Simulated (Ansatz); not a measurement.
## AlAs wire along [111], 24 atoms a period, H-terminated: bands under strain

What gap, if any, does the AlAs wire along [111], 24 atoms a period, H-terminated have, and how does it change under strain?

Method: DFT PBE, plane waves, PAW; relaxation of a wire's period, in the first sound run; inputs show where later runs differ, in Ansatz 0.2.0.

Report form: the programs' logs are mostly left out.

## (1) The starting structure

The cell holds 48 atoms: 12 Al, 12 As and 24 H. Cell: a = 15.441 Å, b = 16.759 Å, c = 9.925 Å, α = 90.0°, β = 90.0°, γ = 90.0°. Vacuum lies along a and b. The structure's axis is c.

## (2) Relaxing the period

Band widths follow the bond lengths, so the wire is relaxed first. The atoms and the third cell vector are free; the box across stays fixed as vacuum. A Fermi-Dirac smearing is set since the result may be a metal. The pressure printed is a third of the stress's trace over the whole box, vacuum included; only the stress along the axis is relaxed.

input.yaml reads:

```yaml
crystal:
  lattice:
    - [15.441, 0.0, 0.0]
    - [0.0, 16.759, 0.0]
    - [0.0, 0.0, 9.9246511274]
  atoms:
    - { symbol: Al, position: [0.303212203, 0.50057308, 0.0] }
    - { symbol: Al, position: [0.434412315, 0.709946793, 0.0] }
    - { symbol: As, position: [0.303212203, 0.50057308, 0.25] }
    - { symbol: As, position: [0.434412315, 0.291199367, 0.25] }
    - { symbol: As, position: [0.434412315, 0.709946793, 0.25] }
    - { symbol: As, position: [0.565612427, 0.50057308, 0.25] }
    - { symbol: H, position: [0.220192993, 0.684317206, 0.28060268] }
    - { symbol: H, position: [0.648631638, 0.684317206, 0.28060268] }
[... 36 atom lines left out ...]
    - { symbol: H, position: [0.696812539, 0.657562481, 0.968725591] }
    - { symbol: H, position: [0.77877418, 0.526765236, 0.968725591] }
    - { symbol: Al, position: [0.434412315, 0.291199367, 0.0] }
    - { symbol: Al, position: [0.565612427, 0.50057308, 0.0] }
kpoints:
  mp_grid: { grid: [1, 1, 9] }
scf:
  occupations: { method: fermi_dirac, width: 0.05 }
hamiltonian:
  xc: pbe
relax:
  cell: { fix: [a, b, alpha, beta, gamma] }
  max_steps: 45
  f_tol: 0.03
```

Command:

```sh
$ ansatz run input.yaml --threads 4 --pin off --max-ram 16384MiB --backend cpu --events-out ev --progress --plain --runs-dir out
```

It took 6.8 min on 4 threads of Arm Neoverse V1, shared host; peak memory 7.2 GiB.

The steps of the relaxation:

| step | energy less that of the first step (eV) | largest force component (eV/Å) | pressure (GPa) | volume (Å³) |
| --- | --- | --- | --- | --- |
| 1 | 0.0000 | 0.7356 | 0.04 | 2568.26 |
| 2 | -1.2153 | 0.3235 | -0.07 | 2579.54 |
| 3 | -1.3045 | 0.0806 | -0.02 | 2578.64 |
| 4 | -1.3217 | 0.2031 | 0.04 | 2572.67 |
| 5 | -1.3328 | 0.0811 | 0.04 | 2557.61 |
| 6 | -1.3440 | 0.0240 | 0.00 | 2570.32 |
| 7* | -1.3443 | 0.0240 | 0.01 | 2570.32 |

Relaxation steps marked * repeat the geometry before them on a plane-wave basis chosen anew for their cell, so energy and pressure can jump there.

| cell as run | before | after | change |
| --- | --- | --- | --- |
| c (Å) | 9.925 | 9.933 | +0.1 % |

The atoms that moved most (Å, along periodic axes as changes of fractional coordinates times the final cell, across vacuum about the mean position):

| atom | dx | dy | dz | length |
| --- | --- | --- | --- | --- |
| H41 | 0.017 | -0.223 | 0.072 | 0.235 |
| H7 | -0.199 | 0.101 | 0.069 | 0.234 |
| H26 | 0.185 | 0.124 | 0.069 | 0.233 |
| H12 | 0.140 | 0.139 | 0.080 | 0.213 |
| H46 | -0.189 | 0.052 | 0.079 | 0.212 |
| H28 | 0.051 | -0.188 | 0.079 | 0.210 |
| Al16 | 0.069 | 0.136 | 0.140 | 0.207 |
| Al48 | -0.152 | -0.006 | 0.140 | 0.206 |

Numbers from this step:

```
cell length along the wire : 9.933 Å
```

The cell's length comes to 9.933 Å with spin left out.

## (3) The wire at its relaxed period

This step: DFT PBE, plane waves, PAW; bands of a perfect wire (Ansatz 0.2.0).

At the relaxed period the bands are computed along the axis; those that cross an energy going forward count the channels that a perfect wire would open there.

input.yaml reads:

```yaml
crystal:
  lattice:
    - [15.441, 0.0, 0.0]
    - [0.0, 16.759, 0.0]
    - [0.0, 0.0, 9.9326302101]
  atoms:
    - { symbol: Al, position: [0.295922672, 0.499905897, 0.997750335] }
    - { symbol: Al, position: [0.434906596, 0.717692451, 0.989174337] }
    - { symbol: As, position: [0.309488962, 0.505428551, 0.249757307] }
    - { symbol: As, position: [0.435186528, 0.301872115, 0.245132715] }
    - { symbol: As, position: [0.431917309, 0.705227116, 0.243023012] }
    - { symbol: As, position: [0.569177286, 0.504018343, 0.259725856] }
    - { symbol: H, position: [0.207297223, 0.690334532, 0.287513926] }
    - { symbol: H, position: [0.651997781, 0.694424712, 0.282594205] }
[... 36 atom lines left out ...]
    - { symbol: H, position: [0.694031419, 0.648663414, 0.971445421] }
    - { symbol: H, position: [0.766529557, 0.529880492, 0.976701152] }
    - { symbol: Al, position: [0.432752955, 0.281480746, 0.993520543] }
    - { symbol: Al, position: [0.555799122, 0.500238084, 0.014097601] }
kpoints:
  mp_grid: { grid: [1, 1, 9] }
  band_path: { path: ["Γ", Z], npoints: 90 }
scf:
  occupations: { method: fermi_dirac, width: 0.05 }
hamiltonian:
  xc: pbe
output:
  dos: { e_range: [-5, 4] }
  write_potential: true
  write_density: true
  volumetric_format: npy
```

Run time: 24 min. Hardware: 4 threads; peak memory 12 GiB; 1.6 h of CPU time.

This step gave:

| Property | Result |
| --- | --- |
| band gap | 3.282 eV |

Electronic bands along the path, in eV, zero at the Fermi level; v1 is the highest filled band, c1 the lowest empty one:

| point | v4 | v3 | v2 | v1 | c1 | c2 | c3 | c4 |
| --- | --- | --- | --- | --- | --- | --- | --- | --- |
| Γ | -2.19 | -1.96 | -1.96 | -1.61 | 1.68 | 1.71 | 1.71 | 2.09 |
| halfway | -2.19 | -1.99 | -1.94 | -1.82 | 1.73 | 1.78 | 1.80 | 1.93 |
| Z | -2.20 | -2.02 | -2.02 | -2.00 | 1.81 | 1.81 | 1.92 | 1.94 |

The gap is 3.28 eV, with spin left out.

The path shows a direct gap of 3.28 eV (valence top at Γ, conduction bottom at Γ).

## (4) At a strained period, period over the relaxed period 0.96, k-mesh 1×1×7

This step: DFT PBE, plane waves, PAW; relaxation at a fixed period (Ansatz 0.2.0).

The period is set to 0.96 times the relaxed one and the atoms relax within it: strain changes bond lengths and angles, which shifts the bands against each other. Against the first PBE run of this kind, the mesh along the wire has 7 points against 9.

The cell differs from the one that the last finished run ended in (c 9.933 → 9.535 Å).

input.yaml, as its differences from that of step 3:

```diff
@@ -4,3 +4,3 @@
     - [0.0, 16.759, 0.0]
-    - [0.0, 0.0, 9.9326302101]
+    - [0.0, 0.0, 9.5353250017]
   atoms:
@@ -55,3 +55,3 @@
 kpoints:
-  mp_grid: { grid: [1, 1, 9] }
+  mp_grid: { grid: [1, 1, 7] }
   band_path: { path: ["Γ", Z], npoints: 90 }
@@ -61,6 +61,6 @@
   xc: pbe
+relax:
+  max_steps: 40
+  f_tol: 0.02
 output:
-  dos: { e_range: [-5, 4] }
-  write_potential: true
-  write_density: true
-  volumetric_format: npy
+  stress: true
```

It took 24 min on 4 threads; peak memory 12 GiB; 1.6 h of CPU time.

Step by step:

| step | energy less that of the first step (eV) | largest force component (eV/Å) |
| --- | --- | --- |
| 1 | 0.0000 | 0.5916 |
| 2 | -0.3039 | 0.1625 |
| 3 | -0.3307 | 0.0457 |
| 4 | -0.3347 | 0.0195 |

The atoms that moved most (Å):

| atom | dx | dy | dz | length |
| --- | --- | --- | --- | --- |
| H10 | 0.019 | -0.018 | -0.139 | 0.142 |
| H40 | 0.005 | 0.026 | -0.139 | 0.141 |
| H24 | -0.024 | -0.009 | -0.139 | 0.141 |
| H8 | -0.020 | 0.028 | -0.134 | 0.139 |
| H25 | 0.034 | 0.004 | -0.134 | 0.139 |
| H39 | -0.014 | -0.031 | -0.134 | 0.139 |
| H46 | -0.005 | -0.011 | 0.133 | 0.133 |
| H12 | -0.007 | 0.010 | 0.133 | 0.133 |

This step gave:

```
band gap : 3.194 eV
```

Electronic bands along the path, in eV, zero at the Fermi level; v1 is the highest filled band, c1 the lowest empty one:

| point | v4 | v3 | v2 | v1 | c1 | c2 | c3 | c4 |
| --- | --- | --- | --- | --- | --- | --- | --- | --- |
| Γ | -2.26 | -2.06 | -2.06 | -1.57 | 1.63 | 1.67 | 1.67 | 2.00 |
| halfway | -2.23 | -2.12 | -2.01 | -1.75 | 1.67 | 1.75 | 1.76 | 1.96 |
| Z | -2.28 | -2.12 | -2.06 | -2.06 | 1.83 | 1.83 | 1.84 | 1.92 |

The gap is 3.19 eV, against 3.28 eV under PBE at the relaxed period.

## (5) Strain along the wire, period over the relaxed period 0.98, k-mesh 1×1×7

The period is set to 0.98 times the relaxed one and the atoms relax within it: strain changes bond lengths and angles, which shifts the bands against each other. Against the first PBE run of this kind, the mesh along the wire has 7 points against 9.

The cell differs from the one that the last finished run ended in (c 9.535 → 9.734 Å).

input.yaml, as its differences from that of step 4:

```diff
@@ -4,3 +4,3 @@
     - [0.0, 16.759, 0.0]
-    - [0.0, 0.0, 9.5353250017]
+    - [0.0, 0.0, 9.7339776059]
   atoms:
```

Wall time 25 min (4 threads); peak memory 12 GiB.

Step by step:

| step | energy less that of the first step (eV) | largest force component (eV/Å) |
| --- | --- | --- |
| 1 | 0.0000 | 0.2617 |
| 2 | -0.0692 | 0.0595 |
| 3 | -0.0757 | 0.0203 |
| 4 | -0.0767 | 0.0102 |

The atoms that moved most (Å):

| atom | dx | dy | dz | length |
| --- | --- | --- | --- | --- |
| H10 | 0.012 | -0.023 | -0.070 | 0.075 |
| H40 | 0.013 | 0.022 | -0.069 | 0.074 |
| H24 | -0.025 | 0.000 | -0.069 | 0.074 |
| H25 | 0.022 | 0.001 | -0.068 | 0.072 |
| H8 | -0.011 | 0.019 | -0.068 | 0.072 |
| H39 | -0.011 | -0.019 | -0.068 | 0.072 |
| H46 | -0.002 | -0.002 | 0.065 | 0.065 |
| H12 | -0.001 | 0.003 | 0.065 | 0.065 |

The electronic bands at the labelled points (eV, zero at the Fermi level; v1 is the highest filled band, c1 the lowest empty one):

| point | v4 | v3 | v2 | v1 | c1 | c2 | c3 | c4 |
| --- | --- | --- | --- | --- | --- | --- | --- | --- |
| Γ | -2.23 | -2.02 | -2.01 | -1.59 | 1.65 | 1.69 | 1.70 | 2.06 |
| halfway | -2.22 | -2.06 | -1.98 | -1.79 | 1.70 | 1.77 | 1.78 | 1.94 |
| Z | -2.24 | -2.07 | -2.05 | -2.05 | 1.82 | 1.82 | 1.87 | 1.93 |

The gap is 3.24 eV, against 3.28 eV under PBE at the relaxed period.

## (6) Strain along the wire, period over the relaxed period 1.02, k-mesh 1×1×6

The period is set to 1.02 times the relaxed one and the atoms relax within it: strain changes bond lengths and angles, which shifts the bands against each other. Against the first PBE run of this kind, the mesh along the wire has 6 points against 9.

The cell differs from the one that the last finished run ended in (c 9.734 → 10.131 Å).

input.yaml, as its differences from that of step 5:

```diff
@@ -4,3 +4,3 @@
     - [0.0, 16.759, 0.0]
-    - [0.0, 0.0, 9.7339776059]
+    - [0.0, 0.0, 10.1312828143]
   atoms:
@@ -55,3 +55,3 @@
 kpoints:
-  mp_grid: { grid: [1, 1, 7] }
+  mp_grid: { grid: [1, 1, 6] }
   band_path: { path: ["Γ", Z], npoints: 90 }
```

Run time: 27 min. Hardware: 4 threads; peak memory 12 GiB.

Relaxation path:

| step | energy less that of the first step (eV) | largest force component (eV/Å) |
| --- | --- | --- |
| 1 | 0.0000 | 0.1759 |
| 2 | -0.0647 | 0.1025 |
| 3 | -0.0709 | 0.0305 |
| 4 | -0.0647 | 0.1570 |
| 5 | -0.0736 | 0.0104 |
| 6 | -0.0742 | 0.0118 |
| 7 | -0.0745 | 0.0172 |
| 8 | -0.0748 | 0.0082 |

Relaxation step 4 was tried and not accepted.

The atoms that moved most (Å):

| atom | dx | dy | dz | length |
| --- | --- | --- | --- | --- |
| H9 | -0.102 | -0.054 | 0.132 | 0.176 |
| H42 | 0.095 | -0.058 | 0.131 | 0.172 |
| H23 | 0.002 | 0.109 | 0.130 | 0.169 |
| H10 | -0.002 | -0.121 | 0.048 | 0.130 |
| H40 | 0.101 | 0.058 | 0.050 | 0.127 |
| H24 | -0.098 | 0.058 | 0.050 | 0.124 |
| H44 | 0.034 | 0.030 | -0.086 | 0.097 |
| H29 | -0.042 | 0.015 | -0.086 | 0.097 |

Electronic bands along the path, in eV, zero at the Fermi level; v1 is the highest filled band, c1 the lowest empty one:

| point | v4 | v3 | v2 | v1 | c1 | c2 | c3 | c4 |
| --- | --- | --- | --- | --- | --- | --- | --- | --- |
| Γ | -2.13 | -1.89 | -1.89 | -1.62 | 1.67 | 1.73 | 1.73 | 2.01 |
| halfway | -2.13 | -1.91 | -1.89 | -1.84 | 1.76 | 1.78 | 1.79 | 1.91 |
| Z | -2.13 | -1.99 | -1.98 | -1.92 | 1.78 | 1.79 | 1.95 | 1.97 |

The gap is 3.29 eV, against 3.28 eV under PBE at the relaxed period.

## (7) Strain along the wire, period over the relaxed period 1.04, k-mesh 1×1×6

The period is set to 1.04 times the relaxed one and the atoms relax within it: strain changes bond lengths and angles, which shifts the bands against each other. Against the first PBE run of this kind, the mesh along the wire has 6 points against 9.

The cell differs from the one that the last finished run ended in (c 10.131 → 10.330 Å).

input.yaml, as its differences from that of step 6:

```diff
@@ -4,3 +4,3 @@
     - [0.0, 16.759, 0.0]
-    - [0.0, 0.0, 10.1312828143]
+    - [0.0, 0.0, 10.3299354185]
   atoms:
```

It took 27 min on 4 threads; peak memory 12 GiB; 1.8 h of CPU time.

Step by step:

| step | energy less that of the first step (eV) | largest force component (eV/Å) |
| --- | --- | --- |
| 1 | 0.0000 | 0.3040 |
| 2 | -0.2179 | 0.2535 |
| 3 | -0.2436 | 0.0796 |
| 4 | -0.2144 | 0.3172 |
| 5 | -0.2524 | 0.0218 |
| 6 | -0.2535 | 0.0071 |
| 7 | -0.2540 | 0.0082 |

Relaxation step 4 was tried and not accepted.

The atoms that moved most (Å):

| atom | dx | dy | dz | length |
| --- | --- | --- | --- | --- |
| H9 | -0.112 | -0.060 | 0.196 | 0.234 |
| H42 | 0.106 | -0.064 | 0.196 | 0.232 |
| H23 | 0.003 | 0.123 | 0.194 | 0.230 |
| H10 | -0.005 | -0.128 | 0.129 | 0.182 |
| H40 | 0.111 | 0.059 | 0.131 | 0.181 |
| H24 | -0.104 | 0.066 | 0.130 | 0.179 |
| H12 | 0.042 | -0.026 | -0.158 | 0.165 |
| H28 | -0.045 | -0.024 | -0.157 | 0.165 |

The gap is 3.30 eV, against 3.28 eV under PBE at the relaxed period.

## (8) At a strained period, period over the relaxed period 1.06, k-mesh 1×1×6

The period is set to 1.06 times the relaxed one and the atoms relax within it: strain changes bond lengths and angles, which shifts the bands against each other. Against the first PBE run of this kind, the mesh along the wire has 6 points against 9.

The cell differs from the one that the last finished run ended in (c 10.330 → 10.529 Å).

input.yaml, as its differences from that of step 7:

```diff
@@ -4,3 +4,3 @@
     - [0.0, 16.759, 0.0]
-    - [0.0, 0.0, 10.3299354185]
+    - [0.0, 0.0, 10.5285880227]
   atoms:
```

Wall time 28 min (4 threads); peak memory 12 GiB.

The gap is 3.27 eV, against 3.28 eV under PBE at the relaxed period.

## (9) Side by side

Times are for 4 threads of Arm Neoverse V1, shared host. The runs compared:

| no. | period over the relaxed period | k-mesh | pressure (GPa) | band gap (eV) | time | memory (GiB) |
| --- | --- | --- | --- | --- | --- | --- |
| 1 | 0.96 | 1×1×7 | 0.1637 | 3.194 | 24 min | 12 |
| 2 | 0.98 | 1×1×7 | 0.08419 | 3.237 | 25 min | 12 |
| 3 | 1.02 | 1×1×6 | -0.07251 | 3.286 | 27 min | 12 |
| 4 | 1.04 | 1×1×6 | -0.1489 | 3.298 | 27 min | 12 |
| 5 | 1.06 | 1×1×6 | -0.2230 | 3.266 | 28 min | 12 |

## (10) Results

* cell length, PBE: 9.933 Å
* gap, PBE: 3.28 eV
* gap, period scaled by 0.96: 3.19 eV
* gap, period scaled by 0.98: 3.24 eV
* gap, period scaled by 1.02: 3.29 eV
* gap, period scaled by 1.04: 3.30 eV
* gap, period scaled by 1.06: 3.27 eV

Under PBE the cell's length is 9.93 Å, and a gap of 3.28 eV makes it a semiconductor. Strain matters: under PBE the gap goes from 3.28 eV to 3.19 eV at 0.96 times the period, 3.24 eV at 0.98 times the period, 3.29 eV at 1.02 times the period, 3.30 eV at 1.04 times the period and 3.27 eV at 1.06 times the period. Plain hydrogen on a compound's surface is a simple closure: it may leave surface states, and facets that end in unlike atoms put a field across the wire, both of which shrink the gap.

[Logs are printed without paths, hosts, clocks, repeated set-up lines and the standing remarks that a program may print on its own settings, such as how far it seeks lower states.]

[Hosts, paths, dates, database ids (printed as entryN), source tags and the programs' standing remarks are cut or masked in the printed files.]
